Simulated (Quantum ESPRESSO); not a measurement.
**CrSBr: a ladder in the plane-wave cutoff**

Wanted: the cheapest choice of the plane-wave cutoff that holds the magnetic results of CrSBr.

Program: Quantum ESPRESSO 7.5. Level of theory: LDA with U = 3.5 eV on Cr d (ortho-atomic projectors); plane waves with GBRV 1.5 LDA potentials, no spin-orbit coupling (settings of the first rung). Results are calculated unless marked as measured.

This is a report of a sequence of runs, with most program output left out.

## (1) Starting point

The structure is orthorhombic, space group Pmmn (No. 59). The conventional cell has a = 3.540 Å, b = 4.755 Å, c = 8.394 Å, α = 90.00°, β = 90.00°, γ = 90.00°. Cr has 4 S at 2.39 to 2.42 Å and 2 Br at 2.51 Å nearest. Nearest to S lie 4 Cr at 2.39 to 2.42 Å. Br has 2 Cr at 2.51 Å nearest. Farther neighbours and most contacts between anions are not listed.

The cell comes from Materials Project 2023-11-01, a database of computed structures, and need not be the stable phase.

## (2) Rung 1, start ferro ++

pw.in

```
&CONTROL
  calculation = 'scf'
  prefix = 'pwscf'
  outdir = './tmp'
  pseudo_dir = './pseudo'
  disk_io = 'nowf'
/
&SYSTEM
  ibrav = 0
  nat = 6
  ntyp = 3
  ecutwfc = 18
  ecutrho = 126
  nbnd = 40
  occupations = 'smearing'
  smearing = 'fd'
  degauss = 0.00734986
  nspin = 2
  starting_magnetization(1) = 0.2143
  starting_magnetization(2) = 0
  starting_magnetization(3) = 0
/
&ELECTRONS
  conv_thr = 1.2d-08
  electron_maxstep = 150
  mixing_beta = 0.3
/
ATOMIC_SPECIES
Cr     51.9961 cr_lda_v1.5.uspp.F.UPF
S      32.0600 s_lda_v1.4.uspp.F.UPF
Br     79.9040 br_lda_v1.4.uspp.F.UPF
CELL_PARAMETERS angstrom
   3.5404561400    0.0000000000    0.0000000000
   0.0000000000    4.7554718500    0.0000000000
   0.0000000000    0.0000000000    8.3940423500
ATOMIC_POSITIONS crystal
Cr      0.5000000000    0.0000000000    0.8787434000
Cr      0.0000000000    0.5000000000    0.1212566000
S       0.5000000000    0.5000000000    0.9295014300
S       0.0000000000    0.0000000000    0.0704985700
Br      0.0000000000    0.0000000000    0.6659578600
Br      0.5000000000    0.5000000000    0.3340421400
K_POINTS automatic
6 6 6 0 0 0
HUBBARD {ortho-atomic}
U Cr-3d 3.5000
```

The run is started by

```bash
$ OMP_NUM_THREADS=1 mpirun -n 4 pw.x -nk 4 -in pw.in > pw.out
```

Wall time 32 s (4 MPI ranks of Arm Neoverse V2, shared host); peak memory 0.44 GiB.

Spin moment in the atom's sphere by atom:

```csv
atom,spin moment in the atom's sphere (μB)
Cr1,2.99
Cr2,2.99
S3,-0.20
S4,-0.20
Br5,-0.06
Br6,-0.06
```

Read from the output:

| Item | Value |
| --- | --- |
| magnetization | 6.002 μB |
| final state | ferromagnetic |

## (3) Rung 1, start antiferro +-

Changes to pw.in since step 2:

```diff
@@ -10,6 +10,6 @@
   nat = 6
-  ntyp = 3
+  ntyp = 4
   ecutwfc = 18
   ecutrho = 126
-  nbnd = 40
+  nbnd = 37
   occupations = 'smearing'
@@ -19,4 +19,5 @@
   starting_magnetization(1) = 0.2143
-  starting_magnetization(2) = 0
+  starting_magnetization(2) = -0.2143
   starting_magnetization(3) = 0
+  starting_magnetization(4) = 0
 /
@@ -28,3 +29,4 @@
 ATOMIC_SPECIES
-Cr     51.9961 cr_lda_v1.5.uspp.F.UPF
+Cr1    51.9961 cr_lda_v1.5.uspp.F.UPF
+Cr2    51.9961 cr_lda_v1.5.uspp.F.UPF
 S      32.0600 s_lda_v1.4.uspp.F.UPF
@@ -36,4 +38,4 @@
 ATOMIC_POSITIONS crystal
-Cr      0.5000000000    0.0000000000    0.8787434000
-Cr      0.0000000000    0.5000000000    0.1212566000
+Cr1     0.5000000000    0.0000000000    0.8787434000
+Cr2     0.0000000000    0.5000000000    0.1212566000
 S       0.5000000000    0.5000000000    0.9295014300
@@ -45,2 +47,3 @@
 HUBBARD {ortho-atomic}
-U Cr-3d 3.5000
+U Cr1-3d 3.5000
+U Cr2-3d 3.5000
```

It took 27 s on 4 MPI ranks; peak memory 0.45 GiB.

Spin moment in the atom's sphere by atom:

```csv
atom,spin moment in the atom's sphere (μB)
Cr1,2.95
Cr2,-2.95
S3,0.04
S4,-0.04
Br5,-0.05
Br6,0.05
```

This step gave:

```yaml
magnetization: 0 μB
final_state: antiferromagnetic
```

## (4) Rung 2, start ferro ++

pw.in

```
&CONTROL
  calculation = 'scf'
  prefix = 'pwscf'
  outdir = './tmp'
  pseudo_dir = './pseudo'
  disk_io = 'nowf'
/
&SYSTEM
  ibrav = 0
  nat = 6
  ntyp = 3
  ecutwfc = 24
  ecutrho = 168
  nbnd = 40
  occupations = 'smearing'
  smearing = 'fd'
  degauss = 0.00734986
  nspin = 2
  starting_magnetization(1) = 0.2143
  starting_magnetization(2) = 0
  starting_magnetization(3) = 0
/
&ELECTRONS
  conv_thr = 1.2d-08
  electron_maxstep = 150
  mixing_beta = 0.3
/
ATOMIC_SPECIES
Cr     51.9961 cr_lda_v1.5.uspp.F.UPF
S      32.0600 s_lda_v1.4.uspp.F.UPF
Br     79.9040 br_lda_v1.4.uspp.F.UPF
CELL_PARAMETERS angstrom
   3.5404561400    0.0000000000    0.0000000000
   0.0000000000    4.7554718500    0.0000000000
   0.0000000000    0.0000000000    8.3940423500
ATOMIC_POSITIONS crystal
Cr      0.5000000000    0.0000000000    0.8787434000
Cr      0.0000000000    0.5000000000    0.1212566000
S       0.5000000000    0.5000000000    0.9295014300
S       0.0000000000    0.0000000000    0.0704985700
Br      0.0000000000    0.0000000000    0.6659578600
Br      0.5000000000    0.5000000000    0.3340421400
K_POINTS automatic
6 6 6 0 0 0
HUBBARD {ortho-atomic}
U Cr-3d 3.5000
```

It took 47 s on 4 MPI ranks; peak memory 0.58 GiB.

Read from the output:

* magnetization: 6.002 μB
* final state: ferromagnetic
* largest moment: 2.944 μB

## (5) Rung 2, start antiferro +-

Changes to pw.in since step 4:

```diff
@@ -10,6 +10,6 @@
   nat = 6
-  ntyp = 3
+  ntyp = 4
   ecutwfc = 24
   ecutrho = 168
-  nbnd = 40
+  nbnd = 37
   occupations = 'smearing'
@@ -19,4 +19,5 @@
   starting_magnetization(1) = 0.2143
-  starting_magnetization(2) = 0
+  starting_magnetization(2) = -0.2143
   starting_magnetization(3) = 0
+  starting_magnetization(4) = 0
 /
@@ -28,3 +29,4 @@
 ATOMIC_SPECIES
-Cr     51.9961 cr_lda_v1.5.uspp.F.UPF
+Cr1    51.9961 cr_lda_v1.5.uspp.F.UPF
+Cr2    51.9961 cr_lda_v1.5.uspp.F.UPF
 S      32.0600 s_lda_v1.4.uspp.F.UPF
@@ -36,4 +38,4 @@
 ATOMIC_POSITIONS crystal
-Cr      0.5000000000    0.0000000000    0.8787434000
-Cr      0.0000000000    0.5000000000    0.1212566000
+Cr1     0.5000000000    0.0000000000    0.8787434000
+Cr2     0.0000000000    0.5000000000    0.1212566000
 S       0.5000000000    0.5000000000    0.9295014300
@@ -45,2 +47,3 @@
 HUBBARD {ortho-atomic}
-U Cr-3d 3.5000
+U Cr1-3d 3.5000
+U Cr2-3d 3.5000
```

The job ended after 47 s (4 MPI ranks; peak memory 0.58 GiB).

Read from the output:

* magnetization: 0 μB
* final state: antiferromagnetic
* largest moment: 2.906 μB

## (6) Rung 3, start ferro ++

pw.in

```
&CONTROL
  calculation = 'scf'
  prefix = 'pwscf'
  outdir = './tmp'
  pseudo_dir = './pseudo'
  disk_io = 'nowf'
/
&SYSTEM
  ibrav = 0
  nat = 6
  ntyp = 3
  ecutwfc = 32
  ecutrho = 224
  nbnd = 40
  occupations = 'smearing'
  smearing = 'fd'
  degauss = 0.00734986
  nspin = 2
  starting_magnetization(1) = 0.2143
  starting_magnetization(2) = 0
  starting_magnetization(3) = 0
/
&ELECTRONS
  conv_thr = 1.2d-08
  electron_maxstep = 150
  mixing_beta = 0.3
/
ATOMIC_SPECIES
Cr     51.9961 cr_lda_v1.5.uspp.F.UPF
S      32.0600 s_lda_v1.4.uspp.F.UPF
Br     79.9040 br_lda_v1.4.uspp.F.UPF
CELL_PARAMETERS angstrom
   3.5404561400    0.0000000000    0.0000000000
   0.0000000000    4.7554718500    0.0000000000
   0.0000000000    0.0000000000    8.3940423500
ATOMIC_POSITIONS crystal
Cr      0.5000000000    0.0000000000    0.8787434000
Cr      0.0000000000    0.5000000000    0.1212566000
S       0.5000000000    0.5000000000    0.9295014300
S       0.0000000000    0.0000000000    0.0704985700
Br      0.0000000000    0.0000000000    0.6659578600
Br      0.5000000000    0.5000000000    0.3340421400
K_POINTS automatic
6 6 6 0 0 0
HUBBARD {ortho-atomic}
U Cr-3d 3.5000
```

It took 84 s on 4 MPI ranks; peak memory 0.67 GiB.

Numbers from this step:

| Property | Result |
| --- | --- |
| magnetization | 6.001 μB |
| final state | ferromagnetic |
| largest moment | 2.934 μB |

## (7) Rung 3, start antiferro +-

Changes to pw.in since step 6:

```diff
@@ -10,6 +10,6 @@
   nat = 6
-  ntyp = 3
+  ntyp = 4
   ecutwfc = 32
   ecutrho = 224
-  nbnd = 40
+  nbnd = 37
   occupations = 'smearing'
@@ -19,4 +19,5 @@
   starting_magnetization(1) = 0.2143
-  starting_magnetization(2) = 0
+  starting_magnetization(2) = -0.2143
   starting_magnetization(3) = 0
+  starting_magnetization(4) = 0
 /
@@ -28,3 +29,4 @@
 ATOMIC_SPECIES
-Cr     51.9961 cr_lda_v1.5.uspp.F.UPF
+Cr1    51.9961 cr_lda_v1.5.uspp.F.UPF
+Cr2    51.9961 cr_lda_v1.5.uspp.F.UPF
 S      32.0600 s_lda_v1.4.uspp.F.UPF
@@ -36,4 +38,4 @@
 ATOMIC_POSITIONS crystal
-Cr      0.5000000000    0.0000000000    0.8787434000
-Cr      0.0000000000    0.5000000000    0.1212566000
+Cr1     0.5000000000    0.0000000000    0.8787434000
+Cr2     0.0000000000    0.5000000000    0.1212566000
 S       0.5000000000    0.5000000000    0.9295014300
@@ -45,2 +47,3 @@
 HUBBARD {ortho-atomic}
-U Cr-3d 3.5000
+U Cr1-3d 3.5000
+U Cr2-3d 3.5000
```

Elapsed: 72 s, on 4 MPI ranks; peak memory 0.77 GiB.

Numbers from this step:

```yaml
magnetization: 0 μB
final_state: antiferromagnetic
largest_moment: 2.894 μB
```

## (8) Rung 4, start ferro ++

pw.in

```
&CONTROL
  calculation = 'scf'
  prefix = 'pwscf'
  outdir = './tmp'
  pseudo_dir = './pseudo'
  disk_io = 'nowf'
/
&SYSTEM
  ibrav = 0
  nat = 6
  ntyp = 3
  ecutwfc = 40
  ecutrho = 280
  nbnd = 40
  occupations = 'smearing'
  smearing = 'fd'
  degauss = 0.00734986
  nspin = 2
  starting_magnetization(1) = 0.2143
  starting_magnetization(2) = 0
  starting_magnetization(3) = 0
/
&ELECTRONS
  conv_thr = 1.2d-08
  electron_maxstep = 150
  mixing_beta = 0.3
/
ATOMIC_SPECIES
Cr     51.9961 cr_lda_v1.5.uspp.F.UPF
S      32.0600 s_lda_v1.4.uspp.F.UPF
Br     79.9040 br_lda_v1.4.uspp.F.UPF
CELL_PARAMETERS angstrom
   3.5404561400    0.0000000000    0.0000000000
   0.0000000000    4.7554718500    0.0000000000
   0.0000000000    0.0000000000    8.3940423500
ATOMIC_POSITIONS crystal
Cr      0.5000000000    0.0000000000    0.8787434000
Cr      0.0000000000    0.5000000000    0.1212566000
S       0.5000000000    0.5000000000    0.9295014300
S       0.0000000000    0.0000000000    0.0704985700
Br      0.0000000000    0.0000000000    0.6659578600
Br      0.5000000000    0.5000000000    0.3340421400
K_POINTS automatic
6 6 6 0 0 0
HUBBARD {ortho-atomic}
U Cr-3d 3.5000
```

Wall time 1.8 min (4 MPI ranks); peak memory 1 GiB; 7.2 min of CPU time.

Read from the output:

* magnetization: 6.001 μB
* final state: ferromagnetic
* largest moment: 2.933 μB

## (9) Rung 4, start antiferro +-

Changes to pw.in since step 8:

```diff
@@ -10,6 +10,6 @@
   nat = 6
-  ntyp = 3
+  ntyp = 4
   ecutwfc = 40
   ecutrho = 280
-  nbnd = 40
+  nbnd = 37
   occupations = 'smearing'
@@ -19,4 +19,5 @@
   starting_magnetization(1) = 0.2143
-  starting_magnetization(2) = 0
+  starting_magnetization(2) = -0.2143
   starting_magnetization(3) = 0
+  starting_magnetization(4) = 0
 /
@@ -28,3 +29,4 @@
 ATOMIC_SPECIES
-Cr     51.9961 cr_lda_v1.5.uspp.F.UPF
+Cr1    51.9961 cr_lda_v1.5.uspp.F.UPF
+Cr2    51.9961 cr_lda_v1.5.uspp.F.UPF
 S      32.0600 s_lda_v1.4.uspp.F.UPF
@@ -36,4 +38,4 @@
 ATOMIC_POSITIONS crystal
-Cr      0.5000000000    0.0000000000    0.8787434000
-Cr      0.0000000000    0.5000000000    0.1212566000
+Cr1     0.5000000000    0.0000000000    0.8787434000
+Cr2     0.0000000000    0.5000000000    0.1212566000
 S       0.5000000000    0.5000000000    0.9295014300
@@ -45,2 +47,3 @@
 HUBBARD {ortho-atomic}
-U Cr-3d 3.5000
+U Cr1-3d 3.5000
+U Cr2-3d 3.5000
```

Run time: 1.7 min. Hardware: 4 MPI ranks; peak memory 0.99 GiB; 6.8 min of CPU time.

Numbers from this step:

- magnetization: 0 μB
- final state: antiferromagnetic
- largest moment: 2.894 μB

## (10) Rung 5, start ferro ++

pw.in

```
&CONTROL
  calculation = 'scf'
  prefix = 'pwscf'
  outdir = './tmp'
  pseudo_dir = './pseudo'
  disk_io = 'nowf'
/
&SYSTEM
  ibrav = 0
  nat = 6
  ntyp = 3
  ecutwfc = 56
  ecutrho = 392
  nbnd = 40
  occupations = 'smearing'
  smearing = 'fd'
  degauss = 0.00734986
  nspin = 2
  starting_magnetization(1) = 0.2143
  starting_magnetization(2) = 0
  starting_magnetization(3) = 0
/
&ELECTRONS
  conv_thr = 1.2d-08
  electron_maxstep = 150
  mixing_beta = 0.3
/
ATOMIC_SPECIES
Cr     51.9961 cr_lda_v1.5.uspp.F.UPF
S      32.0600 s_lda_v1.4.uspp.F.UPF
Br     79.9040 br_lda_v1.4.uspp.F.UPF
CELL_PARAMETERS angstrom
   3.5404561400    0.0000000000    0.0000000000
   0.0000000000    4.7554718500    0.0000000000
   0.0000000000    0.0000000000    8.3940423500
ATOMIC_POSITIONS crystal
Cr      0.5000000000    0.0000000000    0.8787434000
Cr      0.0000000000    0.5000000000    0.1212566000
S       0.5000000000    0.5000000000    0.9295014300
S       0.0000000000    0.0000000000    0.0704985700
Br      0.0000000000    0.0000000000    0.6659578600
Br      0.5000000000    0.5000000000    0.3340421400
K_POINTS automatic
6 6 6 0 0 0
HUBBARD {ortho-atomic}
U Cr-3d 3.5000
```

It took 3 min on 4 MPI ranks; peak memory 1.6 GiB.

Numbers from this step:

| Item | Value |
| --- | --- |
| magnetization | 6.001 μB |
| final state | ferromagnetic |
| largest moment | 2.933 μB |

## (11) Rung 5, start antiferro +-

Changes to pw.in since step 10:

```diff
@@ -10,6 +10,6 @@
   nat = 6
-  ntyp = 3
+  ntyp = 4
   ecutwfc = 56
   ecutrho = 392
-  nbnd = 40
+  nbnd = 37
   occupations = 'smearing'
@@ -19,4 +19,5 @@
   starting_magnetization(1) = 0.2143
-  starting_magnetization(2) = 0
+  starting_magnetization(2) = -0.2143
   starting_magnetization(3) = 0
+  starting_magnetization(4) = 0
 /
@@ -28,3 +29,4 @@
 ATOMIC_SPECIES
-Cr     51.9961 cr_lda_v1.5.uspp.F.UPF
+Cr1    51.9961 cr_lda_v1.5.uspp.F.UPF
+Cr2    51.9961 cr_lda_v1.5.uspp.F.UPF
 S      32.0600 s_lda_v1.4.uspp.F.UPF
@@ -36,4 +38,4 @@
 ATOMIC_POSITIONS crystal
-Cr      0.5000000000    0.0000000000    0.8787434000
-Cr      0.0000000000    0.5000000000    0.1212566000
+Cr1     0.5000000000    0.0000000000    0.8787434000
+Cr2     0.0000000000    0.5000000000    0.1212566000
 S       0.5000000000    0.5000000000    0.9295014300
@@ -45,2 +47,3 @@
 HUBBARD {ortho-atomic}
-U Cr-3d 3.5000
+U Cr1-3d 3.5000
+U Cr2-3d 3.5000
```

It took 2.7 min on 4 MPI ranks; peak memory 1.5 GiB; 11 min of CPU time.

This step gave:

```
magnetization  : 0 μB
final state    : antiferromagnetic
largest moment : 2.894 μB
```

## (12) Side by side

Ladder, by row:

```csv
rung,cutoff (eV),state from the first start,state from the second start,second less first (meV a seeded atom),"moment, first (μB)","moment, second (μB)",CPU time (s)
1,245,ferromagnetic,antiferromagnetic,47.84,2.988,2.952,237.1
2,327,ferromagnetic,antiferromagnetic,59.65,2.944,2.906,376.9
3,435,ferromagnetic,antiferromagnetic,59.61,2.934,2.894,623.3
4,544,ferromagnetic,antiferromagnetic,59.59,2.933,2.894,837.8
5,762,ferromagnetic,antiferromagnetic,59.58,2.933,2.894,1371
```

## (13) Outcome

```json
{
 "range of the largest moment, first start": "2.93 to 2.99 μB; second start 2.89 to 2.95 μB",
 "range of CPU time": "4 min to 23 min",
 "range of the energy difference": "47.8 to 59.6 meV a seeded atom",
 "first rung that agrees with the last (margins below)": "2"
}
```

What this shows: From rung 2 on the states are those of the last rung, the moments stay within 0.05 μB of it and the difference within 3.0 meV; rung 2 took 27 % of its CPU time. Energies are free energies at an electronic temperature of 1160 K, which lowers moments and differences where the moments are itinerant.

[Logs and program files are shortened in this print: banners, set-up blocks, solver, clock and traceback lines can be left out without a mark of their own.]

[Logs are printed without paths, hosts, clocks, repeated set-up lines and the standing remarks that a program may print on its own settings, such as how far it seeks lower states.]

[Hosts, paths, dates, database ids (printed as entryN), source tags and the programs' standing remarks are cut or masked in the printed files.]

[Where a cell is said to come from a database of computed structures, the database is the Materials Project.]
